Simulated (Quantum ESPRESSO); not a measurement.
**MnCuAs: orders under volume**

Wanted: the trend of the moments of MnCuAs with volume.

Program: Quantum ESPRESSO 7.5. Level of theory: PBE; plane waves with GBRV 1.5 PBE potentials, no spin-orbit coupling. Results are calculated unless marked as measured.

**1. Starting point**

Symmetry: P4/nmm, No. 129, tetragonal system. The conventional cell has a = 3.820 Å, b = 3.820 Å, c = 6.318 Å, α = 90.00°, β = 90.00°, γ = 90.00°. Cu has 4 As at 2.54 Å and 4 Cu at 2.70 Å and 4 Mn at 2.83 Å nearest. Mn has 5 As at 2.55 to 2.73 Å and 4 Cu at 2.83 Å nearest. Nearest to As lie 4 Cu at 2.54 Å and 5 Mn at 2.55 to 2.73 Å. Farther neighbours are not listed.

The lattice constants were typed from memory of published values and not checked against a source.

**2. Volume 0.91, ferro ++**

All lengths scale alike; the factor is that of the volume. Atoms keep their fractional places. Seeded atoms are those given a starting moment.

pw.in

```
&CONTROL
  calculation = 'scf'
  prefix = 'pwscf'
  outdir = './tmp'
  pseudo_dir = './pseudo'
  disk_io = 'nowf'
  tprnfor = .true.
  tstress = .true.
/
&SYSTEM
  ibrav = 0
  celldm(1) = 8
  nat = 6
  ntyp = 3
  ecutwfc = 40
  ecutrho = 280
  nbnd = 54
  occupations = 'smearing'
  smearing = 'fd'
  degauss = 0.00367493
  nspin = 2
  starting_magnetization(1) = 0
  starting_magnetization(2) = 0.2333
  starting_magnetization(3) = 0
/
&ELECTRONS
  conv_thr = 1.2d-08
  electron_maxstep = 150
  mixing_beta = 0.3
/
ATOMIC_SPECIES
Cu     63.5460 cu_pbe_v1.2.uspp.F.UPF
Mn     54.9380 mn_pbe_v1.5.uspp.F.UPF
As     74.9216 as_pbe_v1.uspp.F.UPF
CELL_PARAMETERS alat
   0.8744185732113    0.0000000000000    0.0000000000000
   0.0000000000000    0.8744185732113    0.0000000000000
   0.0000000000000    0.0000000000000    1.4462242265834
ATOMIC_POSITIONS crystal
Cu      0.7500000000    0.2500000000    0.0000000000
Cu      0.2500000000    0.7500000000    0.0000000000
Mn      0.2500000000    0.2500000000    0.6700000000
Mn      0.7500000000    0.7500000000    0.3300000000
As      0.2500000000    0.2500000000    0.2660000000
As      0.7500000000    0.7500000000    0.7340000000
K_POINTS automatic
8 8 8 0 0 0
```

Started as:

```console
$ OMP_NUM_THREADS=1 mpirun -n 4 pw.x -nk 4 -in pw.in > pw.out
```

Log:

```text
Program PWSCF v.7.5 starts

     Message from routine setup:
     using ibrav=0 with symmetry is DISCOURAGED, use correct ibrav instead

     K-points division:     npool     =       4
     Subspace diagonalization in iterative solution of the eigenvalue problem:

     bravais-lattice index     =            0
     lattice parameter (alat)  =       8.0000  a.u.
     unit-cell volume          =     566.1667 (a.u.)^3
     number of atoms/cell      =            6
     number of atomic types    =            3
     number of electrons       =        78.00
     number of Kohn-Sham states=           54
     kinetic-energy cutoff     =      40.0000  Ry
     charge density cutoff     =     280.0000  Ry
     scf convergence threshold =      1.2E-08
     mixing beta               =       0.3000
     number of iterations used =            8  plain     mixing
     Exchange-correlation= SLA  PW   PBE  PBE
                           (   1   4   3   4   0   0   0)

     celldm(1)=   8.000000  celldm(2)=   0.000000  celldm(3)=   0.000000
     celldm(4)=   0.000000  celldm(5)=   0.000000  celldm(6)=   0.000000

     crystal axes: (cart. coord. in units of alat)
               a(1) = (   0.874419   0.000000   0.000000 )
               a(2) = (   0.000000   0.874419   0.000000 )
               a(3) = (   0.000000   0.000000   1.446224 )

     reciprocal axes: (cart. coord. in units 2 pi/alat)
               b(1) = (  1.143617  0.000000  0.000000 )
               b(2) = (  0.000000  1.143617  0.000000 )
               b(3) = (  0.000000  0.000000  0.691456 )

     PseudoPot. # 1 for Cu read from file:
     cu_pbe_v1.2.uspp.F.UPF
     Pseudo is Ultrasoft + core correction, Zval = 19.0

     PseudoPot. # 2 for Mn read from file:
     mn_pbe_v1.5.uspp.F.UPF
     Pseudo is Ultrasoft + core correction, Zval = 15.0

     PseudoPot. # 3 for As read from file:
     as_pbe_v1.uspp.F.UPF
     Pseudo is Ultrasoft + core correction, Zval =  5.0

     atomic species   valence    mass     pseudopotential
     Cu               19.00    63.54600     Cu( 1.00)
     Mn               15.00    54.93800     Mn( 1.00)
     As                5.00    74.92160     As( 1.00)

     Starting magnetic structure
     atomic species   magnetization
     Cu              0.000
     Mn              0.233
     As              0.000

     16 Sym. Ops., with inversion, found (12 have fractional translation)

   Cartesian axes

     site n.     atom                  positions (alat units)
         1        Cu     tau(   1) = (   0.6558139   0.2186046   0.0000000  )
         2        Cu     tau(   2) = (   0.2186046   0.6558139   0.0000000  )
         3        Mn     tau(   3) = (   0.2186046   0.2186046   0.9689702  )
         4        Mn     tau(   4) = (   0.6558139   0.6558139   0.4772540  )
         5        As     tau(   5) = (   0.2186046   0.2186046   0.3846956  )
         6        As     tau(   6) = (   0.6558139   0.6558139   1.0615286  )

     number of k points=    75  Fermi-Dirac smearing, width (Ry)=  0.0037
                       cart. coord. in units 2pi/alat
        k(    1) = (   0.0000000   0.0000000   0.0000000), wk =   0.0019531
        k(    2) = (   0.0000000   0.0000000   0.0864320), wk =   0.0039062
        k(    3) = (   0.0000000   0.0000000   0.1728639), wk =   0.0039062
        k(    4) = (   0.0000000   0.0000000   0.2592959), wk =   0.0039062
        k(    5) = (   0.0000000   0.0000000  -0.3457279), wk =   0.0019531
        [... 70 further k-points ...]

     Dense  grid:    44809 G-vectors     FFT dimensions: (  40,  40,  64)

     Smooth grid:    19339 G-vectors     FFT dimensions: (  30,  30,  48)

     Check: negative core charge=   -0.000023
     Generating pointlists ...
     new r_m :   0.2402 (alat units)  1.9218 (a.u.) for type    1
     new r_m :   0.2410 (alat units)  1.9281 (a.u.) for type    2
     new r_m :   0.2402 (alat units)  1.9218 (a.u.) for type    3

     Initial potential from superposition of free atoms

     starting charge      74.9993, renormalised to      78.0000
     Starting wfcs are   60 randomized atomic wfcs

     Self-consistent Calculation

     iteration #  1     ecut=    40.00 Ry     beta= 0.30
     Davidson diagonalization with overlap
     ethr =  1.00E-02,  avg # of iterations =  3.2

     total energy              =   -1306.43589904 Ry
     estimated scf accuracy    <      12.66629752 Ry

     total magnetization       =     4.07 Bohr mag/cell
     absolute magnetization    =     4.29 Bohr mag/cell

     iteration #  2     ecut=    40.00 Ry     beta= 0.30
     Davidson diagonalization with overlap
     ethr =  1.00E-02,  avg # of iterations =  2.8

     total energy              =   -1304.64240893 Ry
     estimated scf accuracy    <      67.29731905 Ry

     total magnetization       =     0.52 Bohr mag/cell
     absolute magnetization    =     0.66 Bohr mag/cell

     [... further iterations left out ...]

     iteration # 15     ecut=    40.00 Ry     beta= 0.30
     Davidson diagonalization with overlap
     ethr =  3.18E-10,  avg # of iterations =  5.0

     negative rho (up, down):  0.000E+00 1.438E-04

     total energy              =   -1310.51400740 Ry
     estimated scf accuracy    <       0.00000002 Ry

     total magnetization       =     7.29 Bohr mag/cell
     absolute magnetization    =     7.65 Bohr mag/cell

     iteration # 16     ecut=    40.00 Ry     beta= 0.30
     Davidson diagonalization with overlap
     ethr =  2.96E-11,  avg # of iterations =  4.7

     negative rho (up, down):  0.000E+00 1.445E-04

     Magnetic moment per site  (integrated on atomic sphere of radius R)
     atom   1 (R=0.240)  charge= 17.6941  magn=  0.0536
     atom   2 (R=0.240)  charge= 17.6941  magn=  0.0536
     atom   3 (R=0.241)  charge= 13.1614  magn=  3.3941
     atom   4 (R=0.241)  charge= 13.1614  magn=  3.3941
     atom   5 (R=0.240)  charge=  2.7943  magn= -0.0141
     atom   6 (R=0.240)  charge=  2.7943  magn= -0.0141

     End of self-consistent calculation

     Number of k-points >= 100: set verbosity='high' to print the bands.

     the Fermi energy is    14.4903 ev

!    total energy              =   -1310.51400743 Ry
     estimated scf accuracy    <       0.00000001 Ry
     smearing contrib. (-TS)   =      -0.00209489 Ry
     internal energy E=F+TS    =   -1310.51191253 Ry

     The total energy is F=E-TS. E is the sum of the following terms:
     one-electron contribution =    -964.44245455 Ry
     hartree contribution      =     522.08491213 Ry
     xc contribution           =    -194.55486523 Ry
     ewald contribution        =    -673.59950488 Ry

     total magnetization       =     7.29 Bohr mag/cell
     absolute magnetization    =     7.65 Bohr mag/cell

     convergence has been achieved in  16 iterations

     negative rho (up, down):  0.000E+00 1.445E-04

     Forces acting on atoms (cartesian axes, Ry/au):

     atom    1 type  1   force =     0.00000000    0.00000000    0.00000000
     atom    2 type  1   force =     0.00000000    0.00000000    0.00000000
     atom    3 type  2   force =     0.00000000    0.00000000   -0.01299036
     atom    4 type  2   force =     0.00000000    0.00000000    0.01299036
     atom    5 type  3   force =     0.00000000    0.00000000    0.03411664
     atom    6 type  3   force =     0.00000000    0.00000000   -0.03411664

     Total force =     0.051627     Total SCF correction =     0.000052

     Computing stress (Cartesian axis) and pressure

     negative rho (up, down):  0.000E+00 1.445E-04
          total   stress  (Ry/bohr**3)                   (kbar)     P=       77.93
   0.00046474   0.00000000   0.00000000           68.37        0.00        0.00
   0.00000000   0.00046474   0.00000000            0.00       68.37        0.00
   0.00000000   0.00000000   0.00065979            0.00        0.00       97.06

=------------------------------------------------------------------------------=
   JOB DONE.
=------------------------------------------------------------------------------=
```

It took 2 min on 4 MPI ranks of Arm Neoverse V2, shared host; peak memory 0.74 GiB.

Spin moment in the atom's sphere by atom:

| atom | spin moment in the atom's sphere (μB) |
| --- | --- |
| Cu1 | 0.05 |
| Cu2 | 0.05 |
| Mn3 | 3.39 |
| Mn4 | 3.39 |
| As5 | -0.01 |
| As6 | -0.01 |

Read from the output:

```yaml
smearing_term_ts: 0.02850 eV
pressure: 7.793 GPa
magnetization: 7.286 μB
absolute_magnetization: 7.65 μB
final_state: ferromagnetic
```

**3. Volume 0.91, antiferro +-**

Changes to pw.in since step 2:

```diff
@@ -13,6 +13,6 @@
   nat = 6
-  ntyp = 3
+  ntyp = 4
   ecutwfc = 40
   ecutrho = 280
-  nbnd = 54
+  nbnd = 50
   occupations = 'smearing'
@@ -23,3 +23,4 @@
   starting_magnetization(2) = 0.2333
-  starting_magnetization(3) = 0
+  starting_magnetization(3) = -0.2333
+  starting_magnetization(4) = 0
 /
@@ -32,3 +33,4 @@
 Cu     63.5460 cu_pbe_v1.2.uspp.F.UPF
-Mn     54.9380 mn_pbe_v1.5.uspp.F.UPF
+Mn1    54.9380 mn_pbe_v1.5.uspp.F.UPF
+Mn2    54.9380 mn_pbe_v1.5.uspp.F.UPF
 As     74.9216 as_pbe_v1.uspp.F.UPF
@@ -41,4 +43,4 @@
 Cu      0.2500000000    0.7500000000    0.0000000000
-Mn      0.2500000000    0.2500000000    0.6700000000
-Mn      0.7500000000    0.7500000000    0.3300000000
+Mn1     0.2500000000    0.2500000000    0.6700000000
+Mn2     0.7500000000    0.7500000000    0.3300000000
 As      0.2500000000    0.2500000000    0.2660000000
```

Log:

```text
     [... lines left out ...]
Program PWSCF v.7.5 starts
     [... lines left out ...]
     number of atoms/cell      =            6
     [... lines left out ...]
     number of electrons       =        78.00
     number of Kohn-Sham states=           50
     kinetic-energy cutoff     =      40.0000  Ry
     charge density cutoff     =     280.0000  Ry
     scf convergence threshold =      1.2E-08
     [... lines left out ...]
      8 Sym. Ops. (no inversion) found ( 6 have fractional translation)
     [... lines left out ...]
     number of k points=    75  Fermi-Dirac smearing, width (Ry)=  0.0037
     [... lines left out ...]
     iteration # 19     ecut=    40.00 Ry     beta= 0.30
     [... lines left out ...]
     Magnetic moment per site  (integrated on atomic sphere of radius R)
     atom   1 (R=0.240)  charge= 17.6937  magn= -0.0000
     atom   2 (R=0.240)  charge= 17.6937  magn= -0.0000
     atom   3 (R=0.241)  charge= 13.1584  magn=  3.3600
     atom   4 (R=0.241)  charge= 13.1584  magn= -3.3600
     atom   5 (R=0.240)  charge=  2.8024  magn= -0.0032
     atom   6 (R=0.240)  charge=  2.8024  magn=  0.0032
     [... lines left out ...]
     the Fermi energy is    14.6503 ev
!    total energy              =   -1310.53579564 Ry
     estimated scf accuracy    <          3.1E-09 Ry
     smearing contrib. (-TS)   =      -0.00095545 Ry
     [... lines left out ...]
     total magnetization       =     0.00 Bohr mag/cell
     absolute magnetization    =     7.60 Bohr mag/cell
     convergence has been achieved in  19 iterations
     [... lines left out ...]
     Total force =     0.068683     Total SCF correction =     0.000172
     [... lines left out ...]
          total   stress  (Ry/bohr**3)                   (kbar)     P=       70.51
     [... lines left out ...]
```

It took 2.1 min on 4 MPI ranks; peak memory 0.73 GiB.

Spin moment in the atom's sphere by atom:

| atom | spin moment in the atom's sphere (μB) |
| --- | --- |
| Cu1 | 0.00 |
| Cu2 | 0.00 |
| Mn3 | 3.36 |
| Mn4 | -3.36 |
| As5 | 0.00 |
| As6 | 0.00 |

Read from the output:

* smearing term TS: 0.01300 eV
* pressure: 7.051 GPa
* magnetization: 0 μB
* absolute magnetization: 7.598 μB
* final state: antiferromagnetic

**4. Volume 0.91, no spin polarisation**

Changes to pw.in since step 3:

```diff
@@ -13,3 +13,3 @@
   nat = 6
-  ntyp = 4
+  ntyp = 3
   ecutwfc = 40
@@ -20,7 +20,2 @@
   degauss = 0.00367493
-  nspin = 2
-  starting_magnetization(1) = 0
-  starting_magnetization(2) = 0.2333
-  starting_magnetization(3) = -0.2333
-  starting_magnetization(4) = 0
 /
@@ -33,4 +28,3 @@
 Cu     63.5460 cu_pbe_v1.2.uspp.F.UPF
-Mn1    54.9380 mn_pbe_v1.5.uspp.F.UPF
-Mn2    54.9380 mn_pbe_v1.5.uspp.F.UPF
+Mn     54.9380 mn_pbe_v1.5.uspp.F.UPF
 As     74.9216 as_pbe_v1.uspp.F.UPF
@@ -43,4 +37,4 @@
 Cu      0.2500000000    0.7500000000    0.0000000000
-Mn1     0.2500000000    0.2500000000    0.6700000000
-Mn2     0.7500000000    0.7500000000    0.3300000000
+Mn      0.2500000000    0.2500000000    0.6700000000
+Mn      0.7500000000    0.7500000000    0.3300000000
 As      0.2500000000    0.2500000000    0.2660000000
```

Log:

```text
     [... lines left out ...]
Program PWSCF v.7.5 starts
     [... lines left out ...]
     number of atoms/cell      =            6
     [... lines left out ...]
     number of electrons       =        78.00
     number of Kohn-Sham states=           50
     kinetic-energy cutoff     =      40.0000  Ry
     charge density cutoff     =     280.0000  Ry
     scf convergence threshold =      1.2E-08
     [... lines left out ...]
     16 Sym. Ops., with inversion, found (12 have fractional translation)
     [... lines left out ...]
     number of k points=    75  Fermi-Dirac smearing, width (Ry)=  0.0037
     [... lines left out ...]
     iteration # 17     ecut=    40.00 Ry     beta= 0.30
     [... lines left out ...]
     the Fermi energy is    14.0427 ev
!    total energy              =   -1310.38070600 Ry
     estimated scf accuracy    <          6.8E-10 Ry
     smearing contrib. (-TS)   =      -0.00992185 Ry
     [... lines left out ...]
     convergence has been achieved in  17 iterations
     [... lines left out ...]
     Total force =     0.118433     Total SCF correction =     0.000045
     [... lines left out ...]
          total   stress  (Ry/bohr**3)                   (kbar)     P=      -71.07
     [... lines left out ...]
```

The job ended after 63 s (4 MPI ranks; peak memory 0.57 GiB; 4.2 min of CPU time).

Read from the output:

- smearing term TS: 0.1350 eV
- pressure: -7.107 GPa
- final state: non-magnetic (no spin polarisation)

**5. Volume 1.09, ferro ++**

Changes to pw.in since step 4:

```diff
@@ -16,3 +16,3 @@
   ecutrho = 280
-  nbnd = 50
+  nbnd = 54
   occupations = 'smearing'
@@ -20,2 +20,6 @@
   degauss = 0.00367493
+  nspin = 2
+  starting_magnetization(1) = 0
+  starting_magnetization(2) = 0.2333
+  starting_magnetization(3) = 0
 /
@@ -31,5 +35,5 @@
 CELL_PARAMETERS alat
-   0.8744185732113    0.0000000000000    0.0000000000000
-   0.0000000000000    0.8744185732113    0.0000000000000
-   0.0000000000000    0.0000000000000    1.4462242265834
+   0.9286407609068    0.0000000000000    0.0000000000000
+   0.0000000000000    0.9286407609068    0.0000000000000
+   0.0000000000000    0.0000000000000    1.5359037506322
 ATOMIC_POSITIONS crystal
```

Log:

```text
     [... lines left out ...]
Program PWSCF v.7.5 starts
     [... lines left out ...]
     number of atoms/cell      =            6
     [... lines left out ...]
     number of electrons       =        78.00
     number of Kohn-Sham states=           54
     kinetic-energy cutoff     =      40.0000  Ry
     charge density cutoff     =     280.0000  Ry
     scf convergence threshold =      1.2E-08
     [... lines left out ...]
     16 Sym. Ops., with inversion, found (12 have fractional translation)
     [... lines left out ...]
     number of k points=    75  Fermi-Dirac smearing, width (Ry)=  0.0037
     [... lines left out ...]
     iteration # 17     ecut=    40.00 Ry     beta= 0.30
     [... lines left out ...]
     Magnetic moment per site  (integrated on atomic sphere of radius R)
     atom   1 (R=0.255)  charge= 17.8362  magn=  0.0552
     atom   2 (R=0.255)  charge= 17.8362  magn=  0.0552
     atom   3 (R=0.256)  charge= 13.2717  magn=  3.8890
     atom   4 (R=0.256)  charge= 13.2717  magn=  3.8890
     atom   5 (R=0.255)  charge=  3.0610  magn= -0.0069
     atom   6 (R=0.255)  charge=  3.0610  magn= -0.0069
     [... lines left out ...]
     the Fermi energy is    11.5465 ev
!    total energy              =   -1310.50473091 Ry
     estimated scf accuracy    <          3.7E-09 Ry
     smearing contrib. (-TS)   =      -0.00234306 Ry
     [... lines left out ...]
     total magnetization       =     8.37 Bohr mag/cell
     absolute magnetization    =     8.61 Bohr mag/cell
     convergence has been achieved in  17 iterations
     [... lines left out ...]
     Total force =     0.005599     Total SCF correction =     0.000075
     [... lines left out ...]
          total   stress  (Ry/bohr**3)                   (kbar)     P=      -76.87
     [... lines left out ...]
```

It took 2.7 min on 4 MPI ranks; peak memory 0.85 GiB.

Read from the output:

- smearing term TS: 0.03188 eV
- pressure: -7.687 GPa
- magnetization: 8.371 μB
- absolute magnetization: 8.612 μB
- final state: ferromagnetic
- largest moment: 3.889 μB

**6. The series**

The runs not shown differ from these in the moved quantity alone.

States, by row:

| volume | ferro ++ | antiferro +- | no spin polarisation |
| --- | --- | --- | --- |
| 0.91 | ferromagnetic | antiferromagnetic | non-magnetic |
| 0.94 | ferromagnetic | antiferromagnetic | non-magnetic |
| 0.97 | ferromagnetic | antiferromagnetic | non-magnetic |
| 1 | ferromagnetic | antiferromagnetic | non-magnetic |
| 1.03 | ferromagnetic | antiferromagnetic | non-magnetic |
| 1.06 | ferromagnetic | antiferromagnetic | non-magnetic |
| 1.09 | ferromagnetic | antiferromagnetic | non-magnetic |

The largest site moment by volume:

| volume (factor) | ferro ++ (μB) | antiferro +- (μB) |
| --- | --- | --- |
| 0.9100 | 3.39 | 3.36 |
| 0.9400 | 3.50 | 3.47 |
| 0.9700 | 3.59 | 3.57 |
| 1.0000 | 3.67 | 3.66 |
| 1.0300 | 3.74 | 3.74 |
| 1.0600 | 3.81 | 3.82 |
| 1.0900 | 3.89 | 3.89 |

Table of energy less that of the parallel start by volume; values in meV a seeded atom:

| volume (factor) | antiferro +- | no spin polarisation |
| --- | --- | --- |
| 0.9100 | -148 | 907 |
| 0.9400 | -142 | 1034 |
| 0.9700 | -137 | 1159 |
| 1.0000 | -134 | 1279 |
| 1.0300 | -131 | 1396 |
| 1.0600 | -129 | 1508 |
| 1.0900 | -127 | 1617 |

The energy over the lowest by volume; values in meV an atom:

| volume (factor) | ferro ++ | antiferro +- | no spin polarisation |
| --- | --- | --- | --- |
| 0.9100 | 70.1 | 20.7 | 372 |
| 0.9400 | 52.7 | 5.47 | 398 |
| 0.9700 | 45.7 | 0 | 432 |
| 1.0000 | 47.3 | 2.77 | 474 |
| 1.0300 | 56.2 | 12.5 | 521 |
| 1.0600 | 71.3 | 28.2 | 574 |
| 1.0900 | 91.1 | 48.8 | 630 |

**7. What came out**

```
moment, parallel start       : 3.39 to 3.89 μB
states met from these starts : antiferromagnetic and ferromagnetic
```

The moment of the parallel start goes from 3.39 μB at 0.91 to 3.89 μB at 1.09. The net moment of the cell goes from 7.29 to 8.37 μB. The radius of the spheres follows the nearest distance, so part of the change of the site moments is the spheres'. The largest moment of the start antiferro +- lies between 3.36 and 3.89 μB. The start antiferro +- lies under the parallel one at every finished point, by 127 to 148 meV a seeded atom.

[Logs and program files are shortened in this print: banners, set-up blocks, solver, clock and traceback lines can be left out without a mark of their own.]

[Logs are printed without paths, hosts, clocks, repeated set-up lines and the standing remarks that a program may print on its own settings, such as how far it seeks lower states.]

[Hosts, paths, dates, database ids (printed as entryN), source tags and the programs' standing remarks are cut or masked in the printed files.]

[Where a cell is said to come from a database of computed structures, the database is the Materials Project.]
